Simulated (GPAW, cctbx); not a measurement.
# Ga5BiPd: deformation density and structure factors from DFT

Aim: compute the bonding part of the density of Ga5BiPd, find which reflections carry it, and see how it biases an ordinary refinement.

The cell comes from substitution in a known structure type and wasn't matched to any measured phase. All numbers below are calculated.

## Step 1: Find the equilibrium geometry

The density hangs on the geometry, so cell and atoms are relaxed first, with the symmetry held. The cutoff is set higher than for the density because stress converges slowly with plane waves.

Settings: GPAW 26.7.0, PBE, 570 eV, 5×5×3 k-points (along the axes of the calculation cell), Fermi–Dirac width 0.1 eV, BFGS to 0.03 eV/Å.

```text
cell
1.0
     4.224000000    0.000000000    0.000000000
     0.000000000    4.224000000    0.000000000
     0.000000000    0.000000000    7.048000000
Bi Pd Ga
1 1 5
Direct
0.000000000 0.000000000 0.000000000
0.000000000 0.000000000 0.500000000
0.000000000 0.500000000 0.309900000
0.500000000 0.000000000 0.309900000
0.000000000 0.500000000 0.690100000
0.500000000 0.000000000 0.690100000
0.500000000 0.500000000 0.000000000
```

```console
$ OMP_NUM_THREADS=1 mpirun -n 4 gpaw python run.py > gpaw.log
```

```text
BFGS:    0      -22.815975        1.874280
BFGS:    1      -22.939457        1.719732
BFGS:    2      -23.407056        0.963427
BFGS:    3      -23.587148        0.379024
...
BFGS:   14      -23.714272        0.433709
BFGS:   15      -23.751737        0.298129
BFGS:   16      -23.776690        0.023946
cell  4.2673 4.2673 8.0455  90.00 90.00 90.00
volume 146.508 A^3, largest force 0.001 eV/A, largest stress 0.18 GPa
```

The cell moved far, while the k-mesh and basis were chosen for the start, so the final shape may be somewhat biased.

After 16 steps the volume has changed by +16.5 % and the energy by -0.961 eV; the largest stress left is 0.18 GPa. It took 2.1 min on 4 cores of Intel(R) Xeon(R) Platinum 8488C (Sapphire Rapids) (shared host), peak memory 1.3 GiB.

Relaxed structure: P4/mmm (no. 123), a = 4.2673 Å, b = 4.2673 Å, c = 8.0455 Å, α = 90.00°, β = 90.00°, γ = 90.00°.

| atom | mult. | x | y | z |
| --- | --- | --- | --- | --- |
| Bi1 | 1 | 0 | 0 | 0 |
| Pd1 | 1 | 0 | 0 | 1/2 |
| Ga1 | 4 | 0 | 1/2 | 0.3088 |
| Ga2 | 1 | 1/2 | 1/2 | 0 |

## Step 2: The all-electron density

X-rays see the whole electron density, so the PAW density is rebuilt with its core regions. Subtracting spherical free atoms from the same code cancels the cores and leaves the deformation density Δρ, the part due to bonding.

Settings: PBE, 450 eV, 6×6×3 k-points (along the axes of the calculation cell), Fermi–Dirac width 0.1 eV; primitive cell of 7 atoms.

```console
$ OMP_NUM_THREADS=1 mpirun -n 4 gpaw python run.py > gpaw.log
```

```text
|iter:   1|       0s |  -26.803476 | +0.12 |       |
|iter:   2|       0s |  -24.778708 | -1.08 | -0.97 |
|iter:   3|       1s |  -23.875578 | -1.14 | -1.12 |
...
|iter:  10|       6s |  -23.657013c| -6.64 | -4.16c|
|iter:  11|       7s |  -23.657015c| -7.28 | -4.60c|
|iter:  12|       7s |  -23.657014c| -7.51c| -4.99c|
```

```text
grid (42, 42, 80)  electrons 284.000  moved by bonding 1.154 e
deformation density beyond 0.5 A of the nuclei: max 0.054, min -0.261 e/A^3
atom        x       y       z   Voronoi charge  moment
Bi1    0.0000  0.0000  0.0000      0.091       0.00
Pd2    0.0000  0.0000  0.5000      0.126       0.00
Ga3    0.0000  0.5000  0.3087     -0.042       0.00
Ga4    0.5000  0.0000  0.3087     -0.042       0.00
Ga5    0.0000  0.5000  0.6913     -0.042       0.00
Ga6    0.5000  0.0000  0.6913     -0.042       0.00
Ga7    0.5000  0.5000  0.0000     -0.047       0.00
mean inner potential of superposed free atoms 18.587 V
total magnetic moment 0.000 muB
```

Deformation density in a plane through the shortest contact of the Pd atom at the origin, in 0.01 e/Å³ (clipped at ±99); x from -1.6 to 4.2 Å, y from 2.4 down to -2.4 Å:

```text
 -1   .   .   .  -2   0   0  -1  -3  -3  -1  -1  -2  -1   0   0
 -1  -4  -2  -3   0   1   0  -1  -2  -2  -1  -1   0   0   0   0
  0  -1   0   3   4   2   1   0   0   0   0   1   1   0   0   0
  2   3   4   5   3   2   2   1   1   0   0   0   0   0   1   0
  2   4   2  -6 -11  -6  -1   3   2   0  -2  -3  -2   0   1   1
  3   4  -6 -20   .   0  -8   3   4  -1  -3   .  -3  -2   0   1
  3   5 -11   .   .   . -16   3   5  -2   .   .   .  -2   0   0
  3   4  -6  -6   . -22  -9   3   4  -2  -3   .  -3  -1   0   0
  2   3   0  -5 -10  -8   1   4   3   0  -2  -1   1   3   2   1
  1   1   2   2   3   5   5   3   2   1   2   4   5   4   3   2
  0   0   1   2   4   3   1  -1   0   2   4   3  -3  -7  -4   1
 -2  -1   0   1   0  -3  -2  -3  -2   3   4  -5 -20 -19  -5  -5
 -3  -1   0   0  -2  -2   .   .  -3   4   4 -12   .   .   . -13
```

Atoms in or within 0.15 Å of the plane: Pd (0.0, 0.0), Ga (2.6, 0.0) Å. Dots mark points within about 0.45 Å of a nucleus; large values next to them are atomic features.

Ga gains most (-0.04 e) and Pd loses most (+0.13 e), in averages over each element's sites, which isn't the order of electronegativity: valence and coordination count too, and Voronoi cells cut space at the midplane whatever the atoms' sizes. Along the shortest contact from the Pd atom at the map's origin, Pd–Ga at 2.63 Å, Δρ is +0.05 e/Å³ at the midpoint: little piles up between the atoms, as is usual in a metallic crystal, which this run finds. At the midpoints of other shortest contacts it is +0.02 (Bi–Ga, 3.02 Å) e/Å³. Point values carry grid noise of about 0.01 e/Å³. The run needed 12 iterations, 15 s.

## Step 3: Structure factors

The Fourier components of Δρ, added to those of the free atoms, give the static X-ray structure factors; the Mott–Bethe relation turns them into the Fourier components V of the potential that fast electrons feel.

```text
static structure factors of the conventional cell: F in electrons, V (Mott-Bethe) in volts
   h  k  l      d  |F| table  |F| free   |F| DFT   change   |V| free  |V| DFT  change %
   0  0  1  8.0455    22.919    22.938    22.978    0.040     0.650    0.570    -12.4
   1  0  0  4.2673    91.324    91.146    91.036   -0.111     3.905    3.968      1.6
   0  0  2  4.0228    64.013    63.813    63.625   -0.188     2.264    2.359      4.2
   1  0  1  3.7699     6.983     7.022     7.094    0.073     0.454    0.487      7.1
   1  1  0  3.0174    33.913    33.747    33.535   -0.212     0.642    0.702      9.4
   1  0  2  2.9272    85.713    85.585    85.335   -0.249     3.328    3.395      2.0
   1  1  1  2.8253    96.349    96.401    96.529    0.128     4.080    4.048     -0.8
   0  0  3  2.6818   149.570   149.571   149.657    0.086     6.605    6.585     -0.3
   1  1  2  2.4138   204.136   203.917   203.395   -0.522     8.713    8.808      1.1
   1  0  3  2.2707     8.312     8.382     8.746    0.363     0.384    0.443     15.3
   2  0  0  2.1336   221.266   220.859   220.197   -0.662     8.993    9.087      1.0
   2  0  1  2.0624    21.691    21.734    21.942    0.208     0.203    0.175    -13.7
   0  0  4  2.0114   132.657   132.501   132.148   -0.354     4.957    5.002      0.9
   1  1  3  2.0045    27.894    27.664    27.335   -0.329     1.918    1.960      2.2
```

The largest X-ray change is -0.66 e on 200, 0.3 % of |F|. For electrons V goes as (Z − F)/g², so a change of F counts against Z − F, which is small at low angle and wherever the atoms' terms cancel: |V| of 103 moves by +15.3 % (0.38 to 0.44 V) against +4.3 % in |F|. The last three rows still change by up to 0.35 e; the table stops while the angles are still low. The tabulated Hartree–Fock atoms differ from the free DFT atoms by up to 0.41 e, so the choice of reference atom matters too.

## Step 4: The functional ladder

The same geometry is run with other functionals, to see whether the bonding signal is larger than the spread between approximations. Free atoms are LDA for LDA and PBE otherwise; meta-GGAs and hybrids keep PBE cores. Any other changed setting is in the row's label.

```csv
run,ΔF 200 (e),ΔF 112 (e),ΔF 103 (e),q(Ga) (e),moved (e),time
PBE,-0.662,-0.522,+0.363,-0.043,1.154,15 s
LDA,-0.644,-0.498,+0.355,-0.040,1.103,18 s
SCAN,-0.740,-0.493,+0.368,-0.039,1.179,32 s
```

At the base's settings ΔF(200) spans -0.740 to -0.644 e, a spread of 15 % of the PBE value; over the three listed reflections the spread is at most 15 %, so sign and size hold across the functionals. Times are from shared hosts.

## Step 5: What a spherical-atom refinement makes of it

Routine crystallography fits spherical atoms. To see the bias, intensities are simulated from tabulated atoms plus the DFT change ΔF, so that bonding alone can misfit (9620 reflections of the full sphere, merged to the counts below, to 0.4 Å, 1 % proportional noise plus counting noise, assumed isotropic U as listed, Δρ smeared by the mean U) and refined with cctbx over different ranges.

```csv
range,data,R1,GooF,U Bi1 (true 0.0058),U Pd1 (true 0.0073),U Ga1 (true 0.0085),U Ga2 (true 0.0085),largest shift (Å),"Δρ max, min (e/Å³)"
all data,780,0.0045,0.97,0.0058,0.0073,0.0085,0.0085,0.0001,"0.43, -0.71"
"low resolution, d > 0.84",105,0.0033,1.12,0.0058,0.0073,0.0084,0.0084,0.0001,"0.13, -0.24"
"high order, d < 0.75",635,0.0050,0.95,0.0058,0.0073,0.0085,0.0085,0.0000,"0.40, -0.63"
"occupancies free, d > 0.7",174,0.0033,1.11,0.0058,0.0072,0.0086,0.0084,0.0002,"0.16, -0.31"
```

With all data GooF is 0.97, so at this noise the bonding hardly shows; the top residual peak, near noise level, lies 2.22 Å from Ga and 2.22 Å from Ga. No U is off by more than 3 s.u. at low resolution. With Bi1 held at 1 and the scale free, the other occupancies refine to Pd1 0.997(0.001), Ga1 1.001(0.001) and Ga2 0.998(0.002), on sites that are all full: they absorb part of the misfit, and only ratios to the fixed site mean anything.

## Step 6: Answer

Bonding moves 1.15 e in the primitive cell of Ga5BiPd and changes the structure factors of the conventional cell in the table above by at most 0.66 e (200, 0.3 %), and among reflections above 2 % of the strongest by up to 4.3 % (103). The shortest bond, Pd–Ga, has Δρ = +0.05 e/Å³ at its midpoint, with no localised bond charge. At the base's settings ΔF(200) spans -0.740 to -0.644 e, a spread of 15 % of the PBE value; over the three listed reflections the spread is at most 15 %, so sign and size hold across the functionals. With all data GooF is 0.97, so at this noise the bonding hardly shows. Limits: static density, frozen cores, no spin–orbit coupling.

[Outputs are excerpts: Python notices, other lines and further rows are left out; steps that failed or that the build refused (PBEsol, TPSS) are not shown.]

[Logs are printed without paths, hosts, clocks, repeated set-up lines and the standing remarks that a program may print on its own settings, such as how far it seeks lower states.]
